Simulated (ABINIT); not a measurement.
# Excitons of BaTiO3 (P4mm): kernels and approximations

Aim: the absorption spectrum of BaTiO3 (P4mm) with electron-hole interaction, and what each part of the kernel does.

Calculated with ABINIT 10.8.3; PBE and many-body steps on it, plane waves.

## 1. Starting point

The structure is tetragonal, space group P4mm (No. 99). Conventional cell: a = 3.990 Å, b = 3.990 Å, c = 4.023 Å, α = 90.00°, β = 90.00°, γ = 90.00°. Nearest to Ba lie 12 O at 2.80 to 2.87 Å. Ti has 6 O at 1.84 to 2.18 Å nearest. O has 2 Ti at 1.84 to 2.18 Å and 4 Ba at 2.82 Å nearest. Nearest to O lie 2 Ti at 2.00 Å and 4 Ba at 2.80 to 2.87 Å. Farther neighbours and most contacts between anions are not listed.

The cell and positions come from the Crystallography Open Database and are kept as given unless a step says otherwise. Spin-orbit coupling is left out unless a step names it.

## 2. Empty states on the mesh, 4×4×4 mesh, 83 bands

This step: ABINIT 10.8.3; DFT, PBE, plane waves, norm-conserving pseudopotentials.

The sums over transitions need many empty states on a uniform mesh; this step solves for them.

run.abi

```
acell 3*1.0 Angstrom
rprim 
  3.990480000000 0.000000000000 0.000000000000
  0.000000000000 3.990480000000 0.000000000000
  0.000000000000 0.000000000000 4.023030000000
ntypat 3
znucl 56 22 8
natom 5
typat 1 2 3 3 3
xred 
  0.000000000000 0.000000000000 0.000000000000
  0.500000000000 0.500000000000 0.522000000000
  0.500000000000 0.500000000000 0.979000000000
  0.500000000000 0.000000000000 0.488000000000
  0.000000000000 0.500000000000 0.488000000000
pp_dirpath "pseudos"
pseudos "Ba.upf, Ti.upf, O.upf"
ecut 38
ngkpt 4 4 4
nshiftk 1
shiftk 0 0 0
kptopt 1
chksymbreak 0
iscf -2
irdden 1
istwfk *1
nband 83
nbdbuf 6
tolwfr 1e-09
nstep 60
prtvol 0
indata_prefix "in"
outdata_prefix "out"
tmpdata_prefix "tmp"
```

The run is started by

```console
$ OMP_NUM_THREADS=1 mpirun -n 4 abinit run.abi > log
```

Numbers of over 12 decimals in the logs are rounded to 6 here.

Log:

```text
.Version 10.8.3 of ABINIT. v10.8.2 released Aug 2026.

 Symmetries : space group P4 m m (# 99); Bravais tP (primitive tetrag.)
[... echo of the input left out ...]
== DATASET  1 ==================================================================
-   mpi_nproc: 4, omp_nthreads: 1 (-1 if OMP is not activated)

--- !DatasetInfo
iteration_state: {dtset: 1, }
dimensions: {natom: 5, nkpt: 18, mband: 83, nsppol: 1, nspinor: 1, nspden: 1, mpw: 4868, }
cutoff_energies: {ecut:  38.0, pawecutdg:  -1.0, }
[...]
1.59815    1.62078    1.64048    1.64124    1.64124    1.76859    1.81731    1.82792
   1.83685    1.83685    1.85902    1.85902    1.88221    1.88323    1.89032    1.89032
   1.91821    1.92263    1.94268
 prteigrs : prtvol=0 or 1, do not print more k-points.

== END DATASET(S) ==============================================================
================================================================================

 -outvars: echo values of variables after computation  --------
            nband          83
             nkpt          18
          spgroup          99
 [... the other variables as echoed above ...]

 Calculation completed.
```

It took 63 s on 4 MPI ranks of Arm Neoverse V1, shared host; peak memory 0.39 GiB.

This step gave:

| Quantity | Value |
| --- | --- |
| gap | 1.851 eV |
| k of the valence top | 0.5, 0.5, 0.5 |
| k of the conduction bottom | 0, 0, 0 |
| least direct gap | 2.222 eV |
| k points computed | 18 |
| lowest point of the top converged band, above the valence top | 43.55 eV |

On this mesh the gap is 1.851 eV.

The density comes from a self-consistent run that is not shown.

## 3. Screening, 4×4×4 mesh, 77 bands, screening to 119.7 eV

The RPA dielectric matrix is built and inverted for each q.

This step: RPA screening on PBE, plane waves, norm-conserving pseudopotentials.

run.abi, as its differences from that of step 2:

```diff
@@ -23,10 +23,11 @@
 chksymbreak 0
-iscf -2
-irdden 1
 istwfk *1
-nband 83
-nbdbuf 6
-tolwfr 1e-09
-nstep 60
-prtvol 0
+occopt 1
+irdwfk 1
+optdriver 3
+nband 77
+ecuteps 4.4
+inclvkb 2
+awtr 1
+symchi 1
 indata_prefix "in"
```

Log:

```text
.Version 10.8.3 of ABINIT. v10.8.2 released Aug 2026.

 Symmetries : space group P4 m m (# 99); Bravais tP (primitive tetrag.)
[... echo of the input left out ...]
== DATASET  1 ==================================================================
-   mpi_nproc: 4, omp_nthreads: 1 (-1 if OMP is not activated)

--- !DatasetInfo
iteration_state: {dtset: 1, }
dimensions: {natom: 5, nkpt: 18, mband: 77, nsppol: 1, nspinor: 1, nspden: 1, mpw: 4868, }
cutoff_energies: {ecut:  38.0, pawecutdg:  -1.0, }
[...]
--------------------------------------------------------------------------------
[... chi0 elements left out ...]
 For q-point:  0.000010 0.000020 0.000030
  dielectric constant =   5.7978
  dielectric constant without local fields =   6.4121

  Average fulfillment of the sum rule on Im[epsilon] for q-point    1 :     50.63  [%]
[... wings left out ...]
  q-point number  2        q = ( 0.250000, 0.000000, 0.000000) [r.l.u.]
--------------------------------------------------------------------------------
[... chi0 elements left out ...]
  Average fulfillment of the sum rule on Im[epsilon] for q-point    2 :     67.10  [%]

 [... 16 further q-points ...]
```

The job ended after 97 s (4 MPI ranks; peak memory 1.4 GiB; 6.5 min of CPU time).

Numbers from this step:

```
ε∞ with local fields, on this mesh, along the program's q direction : 5.798
the same without local fields                                       : 6.412
plasma frequency                                                    : 29.34 eV
plane waves in the screening matrix                                 : 179
```

Local fields lower ε∞ by 10 %. On a Γ-centred mesh this coarse the value itself is usually too large, while a short band sum pulls it down.

## 4. Self-energy, 4×4×4 mesh, 77 bands, screening to 119.7 eV

The self-energy is evaluated for the states that the input lists, and the levels follow from it, in one-shot runs by the linearised quasiparticle equation.

This step: G0W0 on PBE, plane waves, norm-conserving pseudopotentials.

run.abi, as its differences from that of step 3:

```diff
@@ -26,8 +26,17 @@
 irdwfk 1
-optdriver 3
+optdriver 4
 nband 77
+gwcalctyp 0
+ecutsigx 38
+symsigma 1
+nkptgw 2
+kptgw 
+  0.5000000000 0.5000000000 0.5000000000
+  0.0000000000 0.0000000000 0.0000000000
+bdgw 
+  18 23
+  19 23
 ecuteps 4.4
-inclvkb 2
-awtr 1
-symchi 1
+irdscr 1
+ppmodel 1
 indata_prefix "in"
```

Log:

```text
.Version 10.8.3 of ABINIT. v10.8.2 released Aug 2026.

 Symmetries : space group P4 m m (# 99); Bravais tP (primitive tetrag.)
[... echo of the input left out ...]
== DATASET  1 ==================================================================
-   mpi_nproc: 4, omp_nthreads: 1 (-1 if OMP is not activated)

--- !DatasetInfo
iteration_state: {dtset: 1, }
dimensions: {natom: 5, nkpt: 18, mband: 77, nsppol: 1, nspinor: 1, nspden: 1, mpw: 4868, }
cutoff_energies: {ecut:  38.0, pawecutdg:  -1.0, }
[...]
Band     E0 <VxcDFT>   SigX SigC(E0)      Z dSigC/dE  Sig(E)    E-E0       E
[...]
22   8.936 -19.060 -12.059  -4.707   0.780  -0.281 -17.269   1.791  10.727
       23   8.936 -19.060 -12.059  -4.707   0.780  -0.281 -17.269   1.791  10.727

== END DATASET(S) ==============================================================
================================================================================

 -outvars: echo values of variables after computation  --------
           etotal      0.0000000000E+00
            nband          77
             nkpt          18
          spgroup          99
 [... the other variables as echoed above ...]

 Calculation completed.
```

Run time: 12 s. Hardware: 4 MPI ranks; peak memory 1 GiB.

This step gave:

* G0W0 gap on the points computed: 3.435 eV
* starting gap on the mesh: 1.851 eV
* k of the valence top: 0.5, 0.5, 0.5
* k of the conduction bottom: 0, 0, 0
* least direct G0W0 gap on the computed points: 3.811 eV

The gap on the mesh goes from 1.85 eV to 3.43 eV, a correction of +1.58 eV.

The gap opens by 1.584 eV; the next steps shift the empty bands rigidly by 1.584 eV.

## 5. Excitons

Optical absorption needs the electron-hole interaction, solved here in a basis of vertical transitions on the mesh.

This step: Bethe-Salpeter equation on PBE with a scissors shift, plane waves, norm-conserving pseudopotentials.

run.abi, as its differences from that of step 4:

```diff
@@ -26,17 +26,17 @@
 irdwfk 1
-optdriver 4
-nband 77
-gwcalctyp 0
-ecutsigx 38
-symsigma 1
-nkptgw 2
-kptgw 
-  0.5000000000 0.5000000000 0.5000000000
-  0.0000000000 0.0000000000 0.0000000000
-bdgw 
-  18 23
-  19 23
-ecuteps 4.4
+optdriver 99
+bs_calctype 1
+mbpt_sciss 1.584 eV
+bs_loband 15
+nband 26
+bs_exchange_term 1
+bs_coulomb_term 11
+bs_coupling 0
+bs_algorithm 1
+bs_freq_mesh 0 10 0.1 eV
+zcut 0.15 eV
+ecuteps 4
+ecutwfn 19
+inclvkb 2
 irdscr 1
-ppmodel 1
 indata_prefix "in"
```

Log:

```text
.Version 10.8.3 of ABINIT. v10.8.2 released Aug 2026.

 Symmetries : space group P4 m m (# 99); Bravais tP (primitive tetrag.)
[... echo of the input left out ...]
== DATASET  1 ==================================================================
-   mpi_nproc: 4, omp_nthreads: 1 (-1 if OMP is not activated)

--- !DatasetInfo
iteration_state: {dtset: 1, }
dimensions: {natom: 5, nkpt: 18, mband: 26, nsppol: 1, nspinor: 1, nspden: 1, mpw: 1743, }
cutoff_energies: {ecut:  19.0, pawecutdg:  -1.0, }
electrons: {nelect:   4.00000000E+01, charge:   0.00000000E+00, occopt:   1.00000000E+00, tsmear:   1.00000000E-02, }

 Exciton: Calculation of dielectric properties by solving the Bethe-Salpeter equation
 in frequency domain and reciprocal space on a transitions basis set.
 Based on a program developed by L. Reining, V. Olevano, F. Sottile,
 S. Albrecht, and G. Onida. Incorporated in ABINIT by M. Giantomassi.

.Using double precision arithmetic ; gwpc =  8

[... cell and pseudopotentials left out ...]
--------------------------------------------------------------------------------

 ==== K-mesh for the wavefunctions ====
 Number of points in the irreducible wedge :    18
[... list of points left out ...]
 Together with  8 symmetry operations and time-reversal symmetry
 yields    64 points in the full Brillouin Zone.

 ==== Q-mesh for the screening function ====
 Number of points in the irreducible wedge :    18
[... list of points left out ...]
 Together with  8 symmetry operations and time-reversal symmetry
 yields    64 points in the full Brillouin Zone.

 vcoul_init : cutoff-mode = AUXILIARY_FUNCTION
 q-points for optical limit:   1
     1)      0.000010    0.000020    0.000030
 setmesh: FFT mesh size selected  =    24x   24x   24
          total number of points  =        13824

 ==== Fundamental parameters for the solution of the Bethe-Salpeter equation: ====
 Algorithm: Direct diagonalization.
 Dimension of the v, W matrices,  npweps  = 171
 Cutoff for the wavefunctions,    npwwfn  = 1743
 Number of k-points in the IBZ,   nkibz   = 18
 Highest empty band included,     nband   = 26
 === Spin UP ===
 Number of resonant transitions          2304
 Lowest occupied state                   15
 Highest occupied state                  20
 Lowest unoccupied state                 21
 Highest unoccupied state                26
 Minimum frequency [eV]           Emin    =   0.00
 Maximum frequency [eV]           Emax    =  10.00
 Frequency step [eV]              dE      =   0.10
 Lorentzian broadening [eV]       eta     =   0.15
 RPA L0 with KS energies and KS wavefunctions
 Scissors operator energy [eV] =          1.58
 Local fields effects (v term) included
 Excitonic effects (W term) included
 Full W_GG' included
 W is read from an external SCR file
 Resonant-only calculation (Hermitian case)

 Calculating epsilon_Macro(q-->0,w), along the following directions:
 q = (  1.200174  0.000000  0.000000) [r.l.u.]
 q = (  0.000000  1.200174  0.000000) [r.l.u.]
 q = (  0.000000  0.000000  1.209964) [r.l.u.]
 q = (  1.200174  0.000000  0.000000) [r.l.u.]
 q = (  0.000000  1.200174  0.000000) [r.l.u.]
 q = (  0.000000  0.000000  1.209964) [r.l.u.]
 Number of electrons calculated from density =   39.9726; Expected =   40.0000
 average of density, n =  0.092462
 r_s =    1.3719
 omega_plasma =   29.3317 [eV]

. Writing resonant excitonic Hamiltonian on file out_BSR; file size=   0.04 [Gb].
 Direct diagonalization of the resonant excitonic Hamiltonian, Matrix size= 2304
. Using LAPACK sequential version.
 Excitonic eigenvalues in eV up to n=   32
   3.30672   3.30673   3.42193   3.58351   3.58352   3.64379   3.64379   3.70135
   3.70155   3.70829   3.72448   3.75726   3.75727   3.87778   3.87778   4.05018
   4.05020   4.09386   4.09444   4.12658   4.14789   4.20758   4.22698   4.22716
   4.24253   4.30020   4.32761   4.32808   4.34345   4.34407   4.38836   4.40525

 First excitonic eigenvalue=    3.31 [eV]
 Last  excitonic eigenvalue=   13.14 [eV]

 GW  direct gap       3.81  0.00 [eV]
 EXC direct gap       3.31  0.00 [eV]
 EXC binding energy   0.50  0.00 [eV]

 Excitonic eigenvalues up to the GW energy gap [eV]
  1 (  3.31  0.00)
  2 (  3.31  0.00)
  3 (  3.42  0.00)
  4 (  3.58  0.00)
  5 (  3.58  0.00)
  6 (  3.64  0.00)
[...]
11 (  3.72  0.00)
 12 (  3.76  0.00)
 13 (  3.76  0.00)

 Macroscopic dielectric function:
 omega [eV] <KS_RPA_nlf>  <GW_RPA_nlf>  <BSE>
   0.0000   4.4664   0.0000   3.5616   0.0000   3.9582   0.0000
   0.1000   4.4685   0.0062   3.5623   0.0021   3.9594   0.0035
   0.2000   4.4746   0.0124   3.5645   0.0043   3.9629   0.0071
   0.3000   4.4849   0.0188   3.5680   0.0064   3.9688   0.0107
   0.4000   4.4996   0.0254   3.5730   0.0086   3.9772   0.0144
   0.5000   4.5186   0.0323   3.5795   0.0108   3.9880   0.0182
   0.6000   4.5424   0.0396   3.5874   0.0131   4.0013   0.0221
   0.7000   4.5711   0.0474   3.5969   0.0154   4.0173   0.0261
   0.8000   4.6051   0.0559   3.6079   0.0178   4.0360   0.0303
   0.9000   4.6449   0.0651   3.6205   0.0203   4.0575   0.0348

 Writing KS-RPA macroscopic dielectric function without local fields to file: out_RPA_NLF_MDF
 Writing GW-RPA macroscopic dielectric function without local fields to file: out_GW_NLF_MDF
 Writing EXC Macroscopic dielectric function to file: out_EXC_MDF

== END DATASET(S) ==============================================================
================================================================================

 -outvars: echo values of variables after computation  --------
           etotal      0.0000000000E+00
            nband          26
             nkpt          18
          spgroup          99
 [... the other variables as echoed above ...]

 Calculation completed.
```

Run time: 3.3 min. Hardware: 4 MPI ranks; peak memory 0.6 GiB; 13 min of CPU time.

This step gave:

```yaml
direct_gap_of_the_transition_levels: 3.806 eV
transitions_in_the_window: 2304
first_strong_exciton_over_a_fiftieth_of_the_strongest_listed: 3.307 eV
lowest_state: 3.307 eV
binding_of_the_lowest_state_below_the_direct_gap: 0.4989 eV
coulomb_term_of_one_mesh_cell: 0.4407 eV
```

The binding is 1.1 times the screened Coulomb term of one mesh cell (0.44 eV), so it is not shown settled.

The lowest state lies at 3.307 eV, 0.499 eV under the direct gap.

Lines within 3 meV are set at the lowest of them, and the highest group, which the list may cut short, is left out. Exciton lines, with heights relative to the strongest:

```tsv
position (eV)	lines merged	oscillator strength, relative
3.307	2	100
3.422	1	0.0
3.583	2	51
3.644	2	0.1
3.701	2	0.0
3.708	1	0.0
3.724	1	5.4
3.757	2	37
3.878	2	13
```

Mean over the three Cartesian directions of q; broadening 0.15 eV; transition window only. Limits: finite bands, cutoff and mesh; no spin-orbit coupling; coarse k mesh; exciton not shown settled in the k mesh. Table of ε₂ by photon energy; read off at these points:

```tsv
photon energy (eV)	BSE	no electron-hole interaction	Kohn-Sham, no shift
0.00	0	0	0
0.30	0.0107	0.00643	0.0189
0.50	0.0181	0.0108	0.0323
0.80	0.0303	0.0178	0.0559
1.10	0.0445	0.0255	0.0871
1.40	0.0619	0.0344	0.135
1.60	0.0765	0.0412	0.188
1.90	0.105	0.0534	0.375
2.20	0.150	0.0692	1.26
2.40	0.197	0.0828	1.85
2.70	0.331	0.111	1.86
3.00	0.775	0.157	1.72
3.20	2.09	0.211	2.19
3.50	2.54	0.410	3.70
3.80	2.61	1.32	6.11
4.10	2.95	2.14	8.12
4.30	4.29	1.85	9.11
4.60	7.08	1.76	6.55
4.80	8.69	2.28	4.94
4.90	8.55	2.77	4.44
5.10	6.42	3.79	3.75
5.40	5.12	6.26	2.68
5.70	4.48	8.28	4.88
5.90	3.86	9.07	4.74
6.20	3.18	6.41	3.63
6.50	2.82	4.38	3.11
6.80	5.39	3.29	3.13
7.00	3.18	2.67	2.22
7.30	2.58	5.05	2.41
7.60	2.64	4.33	2.60
7.80	2.53	3.60	2.58
8.10	1.88	3.10	2.22
8.40	2.11	3.07	1.39
8.60	2.20	2.15	1.89
8.90	2.37	2.44	1.59
9.20	2.11	2.63	1.30
9.50	1.44	2.63	0.595
9.70	1.49	2.16	0.686
10.00	1.48	1.40	0.792
```

## 6. Triplet (no exchange term)

run.abi, as its differences from that of step 5:

```diff
@@ -29,5 +29,5 @@
 mbpt_sciss 1.584 eV
-bs_loband 15
-nband 26
-bs_exchange_term 1
+bs_loband 14
+nband 25
+bs_exchange_term 0
 bs_coulomb_term 11
@@ -35,3 +35,3 @@
 bs_algorithm 1
-bs_freq_mesh 0 10 0.1 eV
+bs_freq_mesh 0 8 0.05 eV
 zcut 0.15 eV
```

Log:

```text
.Version 10.8.3 of ABINIT. v10.8.2 released Aug 2026.

 Symmetries : space group P4 m m (# 99); Bravais tP (primitive tetrag.)
[... echo of the input left out ...]
== DATASET  1 ==================================================================
-   mpi_nproc: 4, omp_nthreads: 1 (-1 if OMP is not activated)

--- !DatasetInfo
iteration_state: {dtset: 1, }
dimensions: {natom: 5, nkpt: 18, mband: 25, nsppol: 1, nspinor: 1, nspden: 1, mpw: 1743, }
cutoff_energies: {ecut:  19.0, pawecutdg:  -1.0, }
electrons: {nelect:   4.00000000E+01, charge:   0.00000000E+00, occopt:   1.00000000E+00, tsmear:   1.00000000E-02, }

 Exciton: Calculation of dielectric properties by solving the Bethe-Salpeter equation
 in frequency domain and reciprocal space on a transitions basis set.
 Based on a program developed by L. Reining, V. Olevano, F. Sottile,
 S. Albrecht, and G. Onida. Incorporated in ABINIT by M. Giantomassi.

.Using double precision arithmetic ; gwpc =  8

[... cell and pseudopotentials left out ...]
--------------------------------------------------------------------------------

 ==== K-mesh for the wavefunctions ====
 Number of points in the irreducible wedge :    18
[... list of points left out ...]
 Together with  8 symmetry operations and time-reversal symmetry
 yields    64 points in the full Brillouin Zone.

 ==== Q-mesh for the screening function ====
 Number of points in the irreducible wedge :    18
[... list of points left out ...]
 Together with  8 symmetry operations and time-reversal symmetry
 yields    64 points in the full Brillouin Zone.

 vcoul_init : cutoff-mode = AUXILIARY_FUNCTION
 q-points for optical limit:   1
     1)      0.000010    0.000020    0.000030
 setmesh: FFT mesh size selected  =    24x   24x   24
[...]
average of density, n =  0.092462
 r_s =    1.3719
 omega_plasma =   29.3317 [eV]

. Writing resonant excitonic Hamiltonian on file out_BSR; file size=   0.04 [Gb].
 Direct diagonalization of the resonant excitonic Hamiltonian, Matrix size= 2240
. Using LAPACK sequential version.
 Excitonic eigenvalues in eV up to n=   32
   3.29481   3.29489   3.41933   3.57759   3.57783   3.64281   3.64284   3.68692
   3.68725   3.69893   3.70132   3.74352   3.74353   3.87595   3.87604   4.04036
   4.04037   4.08998   4.09371   4.11118   4.12134   4.12194   4.22401   4.22420
   4.23307   4.29569   4.30916   4.31024   4.32568   4.32657   4.35868   4.38570

 First excitonic eigenvalue=    3.29 [eV]
 Last  excitonic eigenvalue=   12.68 [eV]

 GW  direct gap       3.81  0.00 [eV]
 EXC direct gap       3.29  0.00 [eV]
 EXC binding energy   0.51  0.00 [eV]

 Excitonic eigenvalues up to the GW energy gap [eV]
  1 (  3.29  0.00)
  2 (  3.29  0.00)
  3 (  3.42  0.00)
[...]
12 (  3.74  0.00)
 13 (  3.74  0.00)

 Macroscopic dielectric function:
 omega [eV] <KS_RPA_nlf>  <GW_RPA_nlf>  <BSE>
   0.0000   4.3644   0.0000   3.4723   0.0000   4.0692   0.0000
   0.0500   4.3649   0.0031   3.4725   0.0011   4.0695   0.0021
   0.1000   4.3665   0.0062   3.4730   0.0021   4.0706   0.0042
[...]
0.4000   4.3975   0.0254   3.4836   0.0085   4.0915   0.0170
   0.4500   4.4065   0.0288   3.4866   0.0096   4.0975   0.0192

 Writing KS-RPA macroscopic dielectric function without local fields to file: out_RPA_NLF_MDF
 Writing GW-RPA macroscopic dielectric function without local fields to file: out_GW_NLF_MDF
 Writing EXC Macroscopic dielectric function to file: out_EXC_MDF

== END DATASET(S) ==============================================================
================================================================================

 -outvars: echo values of variables after computation  --------
           etotal      0.0000000000E+00
            nband          25
             nkpt          18
          spgroup          99
 [... the other variables as echoed above ...]

 Calculation completed.
```

Elapsed: 3.1 min, on 4 MPI ranks; peak memory 0.59 GiB; 12 min of CPU time.

The lowest triplet lies at 3.295 eV; without spin-orbit coupling triplets are dark, so no spectrum is read.

(Part 1 of 3 ends here.)

[Paths, hosts, dates, memory and timing lines, banners, echoed tables and standing remarks are left out of the program output.]

[Logs are printed without paths, hosts, clocks, repeated set-up lines and the standing remarks that a program may print on its own settings, such as how far it seeks lower states.]

[Runs of the session that timed out or met a known fault of the program may be left out.]

[Hosts, paths, dates, database ids (printed as entryN), source tags and the programs' standing remarks are cut or masked in the printed files.]

[G0W0 gaps are taken among the corrected bands and points alone; a level outside them can change the order at an edge.]

[Where Ansatz stands beside ABINIT at settings called matched, ABINIT's density can come from a denser mesh and the files from another edition; pairs whose starting gaps differed by over 0.03 eV were left out, so agreement reads better than it is.]
